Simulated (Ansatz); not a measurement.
# Tl2Se (model cell, started as antifluorite): a soft mode frozen in, part 2 of 3

Aim: this structure of Tl2Se (model cell, started as antifluorite) is to be tested for unstable modes, and one is followed downhill.

Ansatz 0.2.0; DFT PBE, scalar-relativistic, plane waves, PAW.

So far, highest frequency on the path or at a solved wavevector (cm⁻¹): step 2 (response at finite wavevector) 103. Also lowest frequency on the path (cm⁻¹): step 2 -36.3.

The structure was built from a prototype and need not be the compound's stable phase.

### 4. The mode frozen in, largest atomic shift 0.32 Å

The atoms are moved along the unstable eigenvector, the largest shift by 0.32 Å, with the cell fixed.

Input file input.yaml:

```yaml
crystal:
  lattice:
    - [0.0, -3.7870920244, -3.7870920244]
    - [0.0, 3.7870920244, -3.7870920244]
    - [7.5741840488, 0.0, 0.0]
  atoms:
    - { symbol: Se, position: [0.440251209, 0.5, 0.5] }
    - { symbol: Se, position: [0.059748791, 0.0, 0.0] }
    - { symbol: Tl, position: [-0.0130131866, 0.5, 0.75] }
    - { symbol: Tl, position: [0.5130131866, 0.0, 0.25] }
    - { symbol: Tl, position: [0.9869868134, 0.5, 0.25] }
    - { symbol: Tl, position: [0.5130131866, 0.0, 0.75] }
kpoints:
  mp_grid: { grid: [6, 6, 4] }
hamiltonian:
  xc: pbe
scf:
  occupations: { method: gaussian, width: 0.02 }
output:
  forces: true
  stress: true
  eigenvalues: true
```

Launch:

```sh
ansatz run input.yaml --threads 4 --pin off --max-ram 7168MiB --backend cpu --events-out ev --progress --plain --runs-dir out
```

Numbers of over 12 decimals in the logs are rounded to 6 here.

Log:

```text
[...]
Crystal: 6 atoms, lattice volume = 217.259 Å³
Basis set: ecut = 420 eV, 4209 PW (Γ), exchange–correlation on 72×72×108 points (8 copies of the dense FFT grid, shifted against one another)
Bands: 51, of which v1, the nominal top of the filled ones, is band 42 counted from 1 (41 counted from 0)
Symmetry: 8 space group operations
[...]
k-points: 48 of 144
[...]
k-point 0: bands = [... 38 lower, 4.6755, 4.7050, 4.8020, 6.1334, 6.1698, 7.3594, 7.4622, 8.1577, ... 4 higher]
  k-point 1: bands = [... 38 lower, 4.4711, 4.5789, 4.8464, 5.5982, 7.0764, 7.7664, 7.9916, 8.2182, ... 4 higher]
  k-point 2: bands = [... 38 lower, 4.1173, 4.1173, 5.2205, 5.2205, 8.3508, 8.3508, 8.4593, 8.4593, ... 4 higher]
  k-point 47: bands = [... 38 lower, 5.2640, 5.2640, 5.4209, 5.4209, 7.1745, 7.1745, 8.3621, 8.3621, ... 4 higher]
[key lines of the parts left out:]
SCF converged after 7 iterations
Free energy (F): -56716.632595 eV
Fermi energy:    6.209249 eV
P = ⅓ Tr σ = 0.0700 GPa (0.700 kbar)
```

It took 6 s on 4 threads of Arm Neoverse V2, shared host; peak memory 0.78 GiB.

This step gave:

- pressure: 0.06996 GPa
- gap on the k-mesh: 0 eV
- energy from the undistorted cell: -3.635 meV/atom

The energy, extrapolated to zero smearing, is -3.63 meV/atom against the undistorted cell.

The run ends at a pressure of 0.07 GPa, with forces up to 0.100 eV/Å.

### 5. Energy along the mode, all amplitudes (two of the runs are shown above)

An imaginary frequency means negative curvature, so the energy should fall and then rise again as anharmonic terms take over.

Numbers from this step:

```yaml
depth_at_the_lowest_point_sampled: 3.635 meV/atom
largest_atomic_shift_at_that_point: 0.32 Å
```

The energy from the parent by largest atomic shift:

```
largest atomic shift (Å)  energy from the parent (meV/atom)
                   0.000                                  0
                   0.040                             -0.181
                   0.080                              -0.63
                   0.140                              -1.54
                   0.220                              -2.77
                   0.320                              -3.63
                   0.450                              -2.79
                   0.600                               4.47
```

Displacement at unit largest shift by atom:

```
atom  x (Å)   y (Å)   z (Å)   size
 Se1  0.000   0.707   0.707  1.000
 Se2  0.000  -0.707  -0.707  1.000
 Tl3  0.000   0.154   0.154  0.218
 Tl4  0.000  -0.154  -0.154  0.218
 Tl5  0.000   0.154   0.154  0.218
 Tl6  0.000  -0.154  -0.154  0.218
```

The lowest of the steps tried is at 0.32 Å, 3.63 meV/atom below the parent; the bottom of the well need not coincide with a step.

### 6. Relaxation from the frozen mode

Starting from the lowest point found, all atoms and the cell are let go, so that strain and other modes of the same symmetry can join in.

input.yaml, as its differences from that of step 4:

```diff
@@ -22 +22,6 @@
   eigenvalues: true
+relax:
+  adjacent_minimum: "off"
+  f_tol: 0.002
+  max_steps: 120
+  cell: { stress_tol: 0.03 }
```

Log:

```text
[...]
Crystal: 6 atoms, lattice volume = 217.259 Å³
Basis set: ecut = 420 eV, 4209 PW (Γ), exchange–correlation on 72×72×108 points (8 copies of the dense FFT grid, shifted against one another)
Bands: 51, of which v1, the nominal top of the filled ones, is band 42 counted from 1 (41 counted from 0)
Symmetry: 8 space group operations
[...]
k-points: 48 of 144
[...]
SCF iter   1: F=—  HF=-56716.635302 eV  |F-HF|=—  |Δ(HF+E_count)|=         —  Δρ=8.05e-4  dr2=1.50e-3  ethr=1.77e-3  ⟨swp⟩=6.4  Hψ=9058  notcnv=0  defer=1
[...]
SCF iter   7: F=-56716.632595 eV  HF=-56716.632595 eV  |F-HF|=7.57e-8  |Δ(HF+E_count)|=   1.09e-6  Δρ=3.65e-6  dr2=4.17e-8  ethr=1.19e-10  ⟨swp⟩=7.3  Hψ=11194  notcnv=0
SCF 1 converged in 7 iterations: F = -56716.632595 eV  dr2 = 4.17e-8
[...]
relax step   1: F+E_penalty+E_count = -56716.63259492 eV  Δ(F+E_penalty+E_count) = +0.000e0 eV  max|allowed force component| = 7.592e-2 eV/Å  Δτ_max = 0.0000 Å  P = +0.070 GPa  Ω = 217.259 Å³  (7 SCF iters, dr2 threshold 1.00e-7 eV, accepted)
Crystal: 6 atoms, lattice volume = 217.605 Å³
Basis set: ecut = 420 eV, 4205 PW (Γ), exchange–correlation on 72×72×108 points (8 copies of the dense FFT grid, shifted against one another)
[...]
SCF iter   6: F=-56716.641577 eV  HF=-56716.641577 eV  |F-HF|=9.39e-8  |Δ(HF+E_count)|=   3.78e-8  Δρ=6.17e-6  dr2=1.32e-7  ethr=4.29e-10  ⟨swp⟩=4.0  Hψ=8267  notcnv=0
SCF 2 converged in 6 iterations: F = -56716.641577 eV  dr2 = 1.32e-7
relax step   2: F+E_penalty+E_count = -56716.64157704 eV  Δ(F+E_penalty+E_count) = -8.982e-3 eV  max|allowed force component| = 3.348e-2 eV/Å  Δτ_max = 0.0278 Å  P = -0.046 GPa  Ω = 217.605 Å³  energy of the carried Pulay correction = -5.385e-5 eV  (6 SCF iters, dr2 threshold 3.60e-7 eV, accepted)
Crystal: 6 atoms, lattice volume = 217.044 Å³
Basis set: ecut = 420 eV, 4235 PW (Γ), exchange–correlation on 72×72×108 points (8 copies of the dense FFT grid, shifted against one another)
[...]
SCF iter   7: F=-56716.650126 eV  HF=-56716.650126 eV  |F-HF|=5.90e-8  |Δ(HF+E_count)|=   5.47e-7  Δρ=2.66e-6  dr2=3.04e-8  ethr=2.30e-10  ⟨swp⟩=5.4  Hψ=9234  notcnv=0
SCF 3 converged in 7 iterations: F = -56716.650126 eV  dr2 = 3.04e-8
relax step   3: F+E_penalty+E_count = -56716.65012574 eV  Δ(F+E_penalty+E_count) = -8.549e-3 eV  max|allowed force component| = 5.498e-2 eV/Å  Δτ_max = 0.0490 Å  P = -0.065 GPa  Ω = 217.044 Å³  energy of the carried Pulay correction = +3.351e-5 eV  (7 SCF iters, dr2 threshold 1.93e-7 eV, accepted)
[... from here on, the SCF cycles and remarks between the steps are left out ...]
relax step   4: F+E_penalty+E_count = -56716.67620630 eV  Δ(F+E_penalty+E_count) = -2.608e-2 eV  max|allowed force component| = 5.437e-2 eV/Å  Δτ_max = 0.1156 Å  P = -0.025 GPa  Ω = 216.303 Å³  energy of the carried Pulay correction = +1.495e-4 eV  (7 SCF iters, dr2 threshold 1.89e-7 eV, accepted)
relax step   5: F+E_penalty+E_count = -56716.68870175 eV  Δ(F+E_penalty+E_count) = -1.250e-2 eV  max|allowed force component| = 9.197e-2 eV/Å  Δτ_max = 0.1305 Å  P = -0.057 GPa  Ω = 215.230 Å³  energy of the carried Pulay correction = +3.189e-4 eV  (8 SCF iters, dr2 threshold 1.85e-7 eV, accepted)
relax step   6: F+E_penalty+E_count = -56716.70840756 eV  Δ(F+E_penalty+E_count) = -1.971e-2 eV  max|allowed force component| = 7.344e-2 eV/Å  Δτ_max = 0.1001 Å  P = +0.065 GPa  Ω = 214.918 Å³  energy of the carried Pulay correction = +3.683e-4 eV  (7 SCF iters, dr2 threshold 5.29e-7 eV, accepted)
relax step   7: F+E_penalty+E_count = -56716.75171937 eV  Δ(F+E_penalty+E_count) = -4.331e-2 eV  max|allowed force component| = 7.190e-2 eV/Å  Δτ_max = 0.1734 Å  P = +0.346 GPa  Ω = 216.250 Å³  energy of the carried Pulay correction = +1.579e-4 eV  (9 SCF iters, dr2 threshold 4.26e-7 eV, accepted)
relax step   8: F+E_penalty+E_count = -56716.78957040 eV  Δ(F+E_penalty+E_count) = -3.785e-2 eV  max|allowed force component| = 5.781e-2 eV/Å  Δτ_max = 0.0377 Å  P = +0.022 GPa  Ω = 220.542 Å³  energy of the carried Pulay correction = -5.055e-4 eV  (8 SCF iters, dr2 threshold 6.00e-7 eV, accepted)
relax step   9: F+E_penalty+E_count = -56716.79602242 eV  Δ(F+E_penalty+E_count) = -6.452e-3 eV  max|allowed force component| = 6.234e-2 eV/Å  Δτ_max = 0.1475 Å  P = -0.254 GPa  Ω = 224.311 Å³  energy of the carried Pulay correction = -1.071e-3 eV  (8 SCF iters, dr2 threshold 2.50e-7 eV, accepted)
relax step  10: F+E_penalty+E_count = -56716.80656962 eV  Δ(F+E_penalty+E_count) = -1.055e-2 eV  max|allowed force component| = 4.463e-2 eV/Å  Δτ_max = 0.0583 Å  P = -0.427 GPa  Ω = 219.579 Å³  energy of the carried Pulay correction = -3.585e-4 eV  (7 SCF iters, dr2 threshold 5.45e-7 eV, accepted)
relax step  11: F+E_penalty+E_count = -56716.80884104 eV  Δ(F+E_penalty+E_count) = -2.271e-3 eV  max|allowed force component| = 2.858e-2 eV/Å  Δτ_max = 0.1020 Å  P = +0.325 GPa  Ω = 213.986 Å³  energy of the carried Pulay correction = +5.169e-4 eV  (7 SCF iters, dr2 threshold 6.00e-7 eV, accepted)
relax step  12: F+E_penalty+E_count = -56716.81470145 eV  Δ(F+E_penalty+E_count) = -5.860e-3 eV  max|allowed force component| = 1.047e-2 eV/Å  Δτ_max = 0.0577 Å  P = +0.051 GPa  Ω = 216.586 Å³  energy of the carried Pulay correction = +1.052e-4 eV  (7 SCF iters, dr2 threshold 6.00e-7 eV, accepted)
relax step  13: F+E_penalty+E_count = -56716.81485595 eV  Δ(F+E_penalty+E_count) = -1.545e-4 eV  max|allowed force component| = 3.101e-3 eV/Å  Δτ_max = 0.0069 Å  P = -0.027 GPa  Ω = 216.657 Å³  energy of the carried Pulay correction = +9.409e-5 eV  (6 SCF iters, dr2 threshold 1.29e-8 eV, accepted)
relax step  14: F+E_penalty+E_count = -56716.81490055 eV  Δ(F+E_penalty+E_count) = -4.460e-5 eV  max|allowed force component| = 3.717e-4 eV/Å  Δτ_max = 0.0020 Å  P = +0.001 GPa  Ω = 216.550 Å³  energy of the carried Pulay correction = +1.109e-4 eV  (6 SCF iters, dr2 threshold 3.10e-9 eV, accepted)
relax step  15: F+E_penalty+E_count = -56716.83660070 eV  Δ(F+E_penalty+E_count) = -2.170e-2 eV  max|allowed force component| = 4.110e-4 eV/Å  Δτ_max = 0.0000 Å  P = +0.200 GPa  Ω = 216.550 Å³  stress off target by 5.77e-1 GPa  SCF on the basis re-selected at this cell (its energy is not comparable with the rows above)  (8 SCF iters)
relax step  16: F+E_penalty+E_count = -56716.85241514 eV  Δ(F+E_penalty+E_count) = -1.581e-2 eV  max|allowed force component| = 2.883e-3 eV/Å  Δτ_max = 0.0176 Å  P = +0.087 GPa  Ω = 218.740 Å³  energy of the carried Pulay correction = -3.393e-4 eV  (6 SCF iters, dr2 threshold 6.00e-7 eV, accepted)
relax step  17: F+E_penalty+E_count = -56716.86593359 eV  Δ(F+E_penalty+E_count) = -1.352e-2 eV  max|allowed force component| = 1.266e-2 eV/Å  Δτ_max = 0.0272 Å  P = +0.029 GPa  Ω = 221.070 Å³  energy of the carried Pulay correction = -6.940e-4 eV  (7 SCF iters, dr2 threshold 2.96e-7 eV, accepted)
relax step  18: F+E_penalty+E_count = -56716.86695414 eV  Δ(F+E_penalty+E_count) = -1.021e-3 eV  max|allowed force component| = 4.485e-3 eV/Å  Δτ_max = 0.0207 Å  P = +0.029 GPa  Ω = 223.391 Å³  energy of the carried Pulay correction = -1.042e-3 eV  (8 SCF iters, dr2 threshold 1.00e-8 eV, accepted)
relax step  19: F+E_penalty+E_count = -56716.86678538 eV  Δ(F+E_penalty+E_count) = +1.688e-4 eV  max|allowed force component| = 7.028e-3 eV/Å  Δτ_max = 0.0067 Å  P = -0.060 GPa  Ω = 224.579 Å³  energy of the carried Pulay correction = -1.218e-3 eV  (7 SCF iters, dr2 threshold 8.85e-9 eV, accepted)
relax step  20: F+E_penalty+E_count = -56716.86699779 eV  Δ(F+E_penalty+E_count) = -2.124e-4 eV  max|allowed force component| = 1.214e-3 eV/Å  Δτ_max = 0.0040 Å  P = +0.001 GPa  Ω = 224.125 Å³  energy of the carried Pulay correction = -1.151e-3 eV  (6 SCF iters, dr2 threshold 1.17e-8 eV, accepted)
Basis set: ecut = 420 eV, 4405 PW (Γ), exchange–correlation on 96×60×108 points (8 copies of the dense FFT grid, shifted against one another)
[...]
SCF iter   8: F=-56716.867873 eV  HF=-56716.867873 eV  |F-HF|=1.46e-11  |Δ(HF+E_count)|=  6.55e-10  Δρ=6.76e-8  dr2=1.03e-11  ethr=1.00e-12  ⟨swp⟩=4.0  Hψ=11142  notcnv=0
SCF 21 converged in 8 iterations: F = -56716.867873 eV  dr2 = 1.03e-11
relax step  21: F+E_penalty+E_count = -56716.86787291 eV  Δ(F+E_penalty+E_count) = -8.751e-4 eV  max|allowed force component| = 1.210e-3 eV/Å  Δτ_max = 0.0000 Å  P = -0.004 GPa  Ω = 224.125 Å³  stress off target by 5.98e-3 GPa  SCF on the basis re-selected at this cell (its energy is not comparable with the rows above)  (8 SCF iters)
[...]
SCF converged after 8 iterations
Free energy (F): -56716.867873 eV
[...]
Internal energy: -56716.867873 eV  (E = F + TS)
E sigma→0 (E₀):  -56716.867873 eV
Fermi energy:    6.084986 eV
[...]
--- Forces (eV/Å), atoms counted from 1 ---
  atom   1  Se     0.00000000     0.00120988     0.00120988
  atom   2  Se     0.00000000    -0.00120988    -0.00120988
  atom   3  Tl    -0.00094184     0.00033245     0.00033245
  atom   4  Tl    -0.00094184    -0.00033245    -0.00033245
  atom   5  Tl     0.00094184     0.00033245     0.00033245
  atom   6  Tl     0.00094184    -0.00033245    -0.00033245
  max |Σ_I F_I| component: 6.94e-18 eV/Å
--- Stress (GPa, compression-positive) ---
       -0.000772       0.000000      -0.000000
        0.000000      -0.005850       0.000130
       -0.000000       0.000130      -0.005850
  P = ⅓ Tr σ = -0.0042 GPa (-0.042 kbar)
--- Band table (eV; the first three rows and the last of 48) ---
  k-point 0: bands = [... 38 lower, 4.4226, 4.8770, 4.8877, 5.5226, 6.2786, 6.7790, 9.4307, 9.4383, ... 5 higher]
  k-point 1: bands = [... 38 lower, 4.3353, 4.4122, 4.7891, 5.5406, 6.7934, 7.5527, 9.2473, 9.4289, ... 5 higher]
  k-point 2: bands = [... 38 lower, 4.5573, 4.5573, 4.8211, 4.8211, 8.1429, 8.1429, 8.9548, 8.9548, ... 5 higher]
  k-point 47: bands = [... 38 lower, 4.5859, 4.5859, 4.5989, 4.5989, 6.8807, 6.8807, 8.5795, 8.5795, ... 5 higher]
--- Relaxed structure (19 steps of the walk, 19 accepted, 2 SCFs on fresh bases) ---
  F+E_penalty+E_count = -56716.86787291 eV   max|allowed force component| = 1.210e-3 eV/Å   (the final SCF, on the basis selected at the relaxed cell)
  cell:  # Å, volume = 224.1249 Å³
    - [0, -4.873991, -4.873991]
    - [0, 3.041646, -3.041646]
    - [7.559041, 0, 0]
  atoms:
    - { symbol: Se, position: [0.349738, 0.500000, 0.5] }
    - { symbol: Se, position: [0.150262, 0.0, -4.580621397103875e-19] }
    - { symbol: Tl, position: [-0.00922653, 0.5, 0.747187] }
    - { symbol: Tl, position: [0.509227, 0.0, 0.247187] }
    - { symbol: Tl, position: [0.990773, 0.500000, 0.252813] }
    - { symbol: Tl, position: [0.509227, 0.0, 0.752813] }
```

Elapsed: 2.8 min, on 4 threads; peak memory 0.84 GiB.

The steps of the relaxation:

```
step  energy less that of the first step (eV)  largest force component (eV/Å)  pressure (GPa)  volume (Å³)
   1                                   0.0000                          0.0759            0.07       217.26
   2                                  -0.0090                          0.0335           -0.05       217.60
   3                                  -0.0175                          0.0550           -0.07       217.04
   4                                  -0.0436                          0.0544           -0.02       216.30
   5                                  -0.0561                          0.0920           -0.06       215.23
   6                                  -0.0758                          0.0734            0.07       214.92
   7                                  -0.1191                          0.0719            0.35       216.25
   8                                  -0.1570                          0.0578            0.02       220.54
   9                                  -0.1634                          0.0623           -0.25       224.31
  10                                  -0.1740                          0.0446           -0.43       219.58
  11                                  -0.1762                          0.0286            0.32       213.99
  12                                  -0.1821                          0.0105            0.05       216.59
  13                                  -0.1823                          0.0031           -0.03       216.66
  14                                  -0.1823                          0.0004            0.00       216.55
 15*                                  -0.2040                          0.0004            0.20       216.55
  16                                  -0.2198                          0.0029            0.09       218.74
  17                                  -0.2333                          0.0127            0.03       221.07
  18                                  -0.2344                          0.0045            0.03       223.39
  19                                  -0.2342                          0.0070           -0.06       224.58
  20                                  -0.2344                          0.0012            0.00       224.12
 21*                                  -0.2353                          0.0012            0.00       224.12
```

Relaxation steps marked * repeat the geometry before them on a plane-wave basis chosen anew for their cell, so energy and pressure can jump there.

The run keeps the 8 symmetry operations that it works with, so distortions that break them were not tested.

```
     cell as run  before  after   change
           a (Å)   5.356  6.893  +28.7 %
           b (Å)   5.356  4.302  -19.7 %
           c (Å)   7.574  7.559   -0.2 %
volume (Å³/atom)   36.21  37.35   +3.2 %
```

The atoms that moved most (Å, as changes of fractional coordinates times the final cell):

```
atom      dx      dy      dz  length
 Se1   0.000   0.441   0.441   0.624
 Se2   0.000  -0.441  -0.441   0.624
 Tl5   0.021  -0.018  -0.018   0.034
 Tl4  -0.021   0.018   0.018   0.034
 Tl3  -0.021  -0.018  -0.018   0.034
 Tl6   0.021   0.018   0.018   0.034
```

Final coordinates:

```xyz
6
Lattice="0.0000 -4.8740 -4.8740 0.0000 3.0416 -3.0416 7.5590 0.0000 0.0000" Properties=species:S:1:pos:R:3 pbc="T T T"
Se    3.7795   -0.1838   -3.2254
Se    0.0000   -0.7324   -0.7324
Tl    5.6480    1.5658   -1.4759
Tl    1.8685   -2.4820   -2.4820
Tl    1.9110   -3.3082   -6.3498
Tl    5.6905   -2.4820   -2.4820
```

Numbers from this step:

- pressure: -0.004157 GPa
- gap on the k-mesh: 0.2703 eV
- volume per atom: 37.35 Å³

The distorted start has space group Pmmn; the relaxation ends in Pmmn.

(Continued in part 3 of 3.)

[Logs are printed without paths, hosts, clocks, repeated set-up lines and the standing remarks that a program may print on its own settings, such as how far it seeks lower states.]

[Hosts, paths, dates, database ids (printed as entryN), source tags and the programs' standing remarks are cut or masked in the printed files.]
